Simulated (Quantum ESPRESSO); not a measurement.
## Fe3Ge: parallel and opposed starts

Aim: find out which collinear order of Fe3Ge costs least.

Program: Quantum ESPRESSO 7.5. Level of theory: LDA; plane waves with GBRV 1.5 LDA potentials, no spin-orbit coupling. Results are calculated unless marked as measured.

Most raw output is cut from this account.

### Step 1. Set-up

It takes space group Pm-3m (No. 221, cubic). Conventional cell: a = 3.661 Å, b = 3.661 Å, c = 3.661 Å, α = 90.00°, β = 90.00°, γ = 90.00°. Nearest to Fe lie 4 Ge at 2.59 Å and 8 Fe at 2.59 Å. Nearest to Ge lie 12 Fe at 2.59 Å. Farther neighbours are not listed.

Coordinates:

```cif
data_structure
_symmetry_space_group_name_H-M 'Pm-3m'
_symmetry_Int_Tables_number 221
_cell_length_a 3.6605
_cell_length_b 3.6605
_cell_length_c 3.6605
_cell_angle_alpha 90.000
_cell_angle_beta 90.000
_cell_angle_gamma 90.000
_cell_volume 49.05
loop_
_atom_site_label
_atom_site_type_symbol
_atom_site_symmetry_multiplicity
_atom_site_Wyckoff_symbol
_atom_site_fract_x
_atom_site_fract_y
_atom_site_fract_z
_atom_site_occupancy
Fe1 Fe 3 c 0.00000 0.50000 0.50000 1
Ge1 Ge 1 a 0.00000 0.00000 0.00000 1
```

The cell comes from Materials Project 2023-11-01, a database of computed structures, and need not be the stable phase.

### Step 2. Run 1, typed as ferro +++

The signs are those of the starting moments on the seeded atoms, the atoms that are given a moment.

Contents of pw.in:

```
&CONTROL
  calculation = 'scf'
  prefix = 'pwscf'
  outdir = './tmp'
  pseudo_dir = './pseudo'
  disk_io = 'nowf'
/
&SYSTEM
  ibrav = 0
  celldm(1) = 8
  nat = 4
  ntyp = 2
  ecutwfc = 40
  ecutrho = 280
  nbnd = 45
  occupations = 'smearing'
  smearing = 'fd'
  degauss = 0.00734986
  nspin = 2
  starting_magnetization(1) = 0.175
  starting_magnetization(2) = 0
/
&ELECTRONS
  conv_thr = 8d-09
  electron_maxstep = 150
  mixing_beta = 0.3
/
ATOMIC_SPECIES
Fe     55.8450 fe_lda_v1.5.uspp.F.UPF
Ge     72.6300 ge_lda_v1.4.uspp.F.UPF
CELL_PARAMETERS alat
   0.8646679327313    0.0000000000000    0.0000000000000
   0.0000000000000    0.8646679327313    0.0000000000000
   0.0000000000000    0.0000000000000    0.8646679327313
ATOMIC_POSITIONS crystal
Fe      0.0000000000    0.5000000000    0.5000000000
Fe      0.5000000000    0.5000000000    0.0000000000
Fe      0.5000000000    0.0000000000    0.5000000000
Ge      0.0000000000    0.0000000000    0.0000000000
K_POINTS automatic
8 8 8 0 0 0
```

Started as:

```console
OMP_NUM_THREADS=1 mpirun -n 4 pw.x -nk 4 -in pw.in > pw.out
```

Elapsed: 20 s, on 4 MPI ranks of Arm Neoverse V2, shared host; peak memory 0.39 GiB; 78 s of CPU time.

Spin moment in the atom's sphere by atom:

```tsv
atom	spin moment in the atom's sphere (μB)
Fe1	2.17
Fe2	2.17
Fe3	2.17
Ge4	-0.10
```

Numbers from this step:

| Property | Result |
| --- | --- |
| smearing term TS | 0.1181 eV |
| magnetization | 6.391 μB |
| absolute magnetization | 6.775 μB |
| final state | ferromagnetic |

Spin density in the ac plane at fractional y = 0.000, with atoms of Fe and Ge within 0.2 Å of it.

Ten even steps from '0' (0.0 e/Å³) to '9' (4.7 e/Å³), each cell a mean:
```
00000000000000
00000000000000
00000000000000
00000000000000
00000011100000
00000256410000
00000279610000
00000267510000
00000122200000
00000000000000
00000000000000
00000000000000
00000000000000
00000000000000
```
Columns run along a (3.7 Å), rows up along c (3.7 Å). Atoms in or near the plane, at fractional coordinates: Fe at (0.50, 0.50), Ge at (0.00, 0.00).

Valence density in the ac plane at fractional y = 0.000, with atoms of Fe and Ge within 0.2 Å of it. It is the smooth field of the valence electrons, not physical close to the nuclei.

Ten steps, logarithmic in the rise over the least value, from '0' (0 e/Å³) to '9' (47 e/Å³), each cell a mean:
```
87310000000147
54210000000124
21100000000011
00000112100000
00001345420000
00002578741000
00003688852000
00002578741000
00001356531000
00000123210000
11100000000011
43110000000123
86310000000147
98410000000258
```
Columns run along a (3.7 Å), rows up along c (3.7 Å). Atoms in or near the plane, at fractional coordinates: Fe at (0.50, 0.50), Ge at (0.00, 0.00).

### Step 3. Run 2 (ferri ++−)

Contents of pw.in:

```
&CONTROL
  calculation = 'scf'
  prefix = 'pwscf'
  outdir = './tmp'
  pseudo_dir = './pseudo'
  disk_io = 'nowf'
/
&SYSTEM
  ibrav = 0
  celldm(1) = 8
  nat = 4
  ntyp = 3
  ecutwfc = 40
  ecutrho = 280
  nbnd = 42
  occupations = 'smearing'
  smearing = 'fd'
  degauss = 0.00734986
  nspin = 2
  starting_magnetization(1) = 0.175
  starting_magnetization(2) = -0.175
  starting_magnetization(3) = 0
/
&ELECTRONS
  conv_thr = 8d-09
  electron_maxstep = 150
  mixing_beta = 0.3
/
ATOMIC_SPECIES
Fe1    55.8450 fe_lda_v1.5.uspp.F.UPF
Fe2    55.8450 fe_lda_v1.5.uspp.F.UPF
Ge     72.6300 ge_lda_v1.4.uspp.F.UPF
CELL_PARAMETERS alat
   0.8646679327313    0.0000000000000    0.0000000000000
   0.0000000000000    0.8646679327313    0.0000000000000
   0.0000000000000    0.0000000000000    0.8646679327313
ATOMIC_POSITIONS crystal
Fe1     0.0000000000    0.5000000000    0.5000000000
Fe1     0.5000000000    0.5000000000    0.0000000000
Fe2     0.5000000000    0.0000000000    0.5000000000
Ge      0.0000000000    0.0000000000    0.0000000000
K_POINTS automatic
8 8 8 0 0 0
```

It took 58 s on 4 MPI ranks; peak memory 0.46 GiB.

Spin moment in the atom's sphere by atom:

```tsv
atom	spin moment in the atom's sphere (μB)
Fe1	2.04
Fe2	2.04
Fe3	-1.55
Ge4	-0.02
```

This step gave:

```yaml
smearing_term_ts: 0.2268 eV
magnetization: 2.516 μB
absolute_magnetization: 5.835 μB
final_state: ferrimagnetic
```

Spin density in the ac plane at fractional y = 0.000, with atoms of Fe and Ge within 0.2 Å of it.

Ten even steps from '_' (-3.2 e/Å³) to '@' (0.0 e/Å³), each cell a mean:
```
@@@@@@@@@@@@@@@@@@@@@@@@@@@@
@@@@@@@@@@@@@@@@@@@@@@@@@@@@
@@@@@@@@@@@@@@@@@@@@@@@@@@@@
@@@@@@@@@@@@@@@@@@@@@@@@@@@@
@@@@@@@@@@@@%%##%%@@@@@@@@@@
@@@@@@@@@@%%++--++%%@@@@@@@@
@@@@@@@@@@**::__--##@@@@@@@@
@@@@@@@@@@##==::++%%@@@@@@@@
@@@@@@@@@@@@##**%%@@@@@@@@@@
@@@@@@@@@@@@@@@@@@@@@@@@@@@@
@@@@@@@@@@@@@@@@@@@@@@@@@@@@
@@@@@@@@@@@@@@@@@@@@@@@@@@@@
@@@@@@@@@@@@@@@@@@@@@@@@@@@@
@@@@@@@@@@@@@@@@@@@@@@@@@@@@
```
Columns run along a (3.7 Å), rows up along c (3.7 Å). Atoms in or near the plane, at fractional coordinates: Fe at (0.50, 0.50), Ge at (0.00, 0.00).

Valence density in the ac plane at fractional y = 0.000, with atoms of Fe and Ge within 0.2 Å of it. It is the smooth field of the valence electrons, not physical close to the nuclei.

Ten steps, logarithmic in the rise over the least value, from '0' (0 e/Å³) to '9' (47 e/Å³), each cell a mean:
```
87310000000147
54210000000124
21100000000011
00000112110000
00001345421000
00002578741000
00002688852000
00002578741000
00001356531000
00000122210000
11100000000011
43110000000123
86310000000147
98410000000258
```
Columns run along a (3.7 Å), rows up along c (3.7 Å). Atoms in or near the plane, at fractional coordinates: Fe at (0.50, 0.50), Ge at (0.00, 0.00).

### Step 4. Start 3: no spin polarisation

Contents of pw.in:

```
&CONTROL
  calculation = 'scf'
  prefix = 'pwscf'
  outdir = './tmp'
  pseudo_dir = './pseudo'
  disk_io = 'nowf'
/
&SYSTEM
  ibrav = 0
  celldm(1) = 8
  nat = 4
  ntyp = 2
  ecutwfc = 40
  ecutrho = 280
  nbnd = 41
  occupations = 'smearing'
  smearing = 'fd'
  degauss = 0.00734986
/
&ELECTRONS
  conv_thr = 8d-09
  electron_maxstep = 150
  mixing_beta = 0.3
/
ATOMIC_SPECIES
Fe     55.8450 fe_lda_v1.5.uspp.F.UPF
Ge     72.6300 ge_lda_v1.4.uspp.F.UPF
CELL_PARAMETERS alat
   0.8646679327313    0.0000000000000    0.0000000000000
   0.0000000000000    0.8646679327313    0.0000000000000
   0.0000000000000    0.0000000000000    0.8646679327313
ATOMIC_POSITIONS crystal
Fe      0.0000000000    0.5000000000    0.5000000000
Fe      0.5000000000    0.5000000000    0.0000000000
Fe      0.5000000000    0.0000000000    0.5000000000
Ge      0.0000000000    0.0000000000    0.0000000000
K_POINTS automatic
8 8 8 0 0 0
```

Elapsed: 9.1 s, on 4 MPI ranks; peak memory 0.33 GiB.

Numbers from this step:

| Property | Result |
| --- | --- |
| smearing term TS | 0.3746 eV |
| final state | non-magnetic (no spin polarisation) |

### Step 5. Energies of the orders

An order is kept where moments of 0.15 μB or more survive with the typed signs; meshes match where a doubled cell samples the same k points as the first cell.

Ferrimagnetic means that a moment over 0.15 μB on a transition or rare-earth metal, induced ones included, opposes the net moment. Orders:

```tsv
start	final state	typed order kept	energy over the lowest (meV a seeded atom)	largest site moment (μB)	net moment (μB a cell of the first run)	mesh matched	CPU time (s)
ferro +++	ferromagnetic	yes	0	2.174	6.391	yes	78.07
ferri ++-	ferrimagnetic	yes	179.2	2.04	2.516	yes	232.8
no spin polarisation	non-magnetic	-	327.8	0	0	yes	36.16
```

### Step 6. Summary of results

```json
{
  "lowest state found": "ferromagnetic (from ferro +++)",
  "largest site moment": "2.17 μB",
  "next state with moments": "ferrimagnetic, 179 meV a seeded atom higher",
  "state without moments": "328 meV a seeded atom higher"
}
```

In words: Only these 3 starts were compared; other wavevectors, canted and longer-period orders were not. Energies are free energies at an electronic temperature of 1160 K, which lowers moments and differences where the moments are itinerant.

[Logs and program files are shortened in this print: banners, set-up blocks, solver, clock and traceback lines can be left out without a mark of their own.]

[Logs are printed without paths, hosts, clocks, repeated set-up lines and the standing remarks that a program may print on its own settings, such as how far it seeks lower states.]

[Hosts, paths, dates, database ids (printed as entryN), source tags and the programs' standing remarks are cut or masked in the printed files.]

[Where a cell is said to come from a database of computed structures, the database is the Materials Project.]
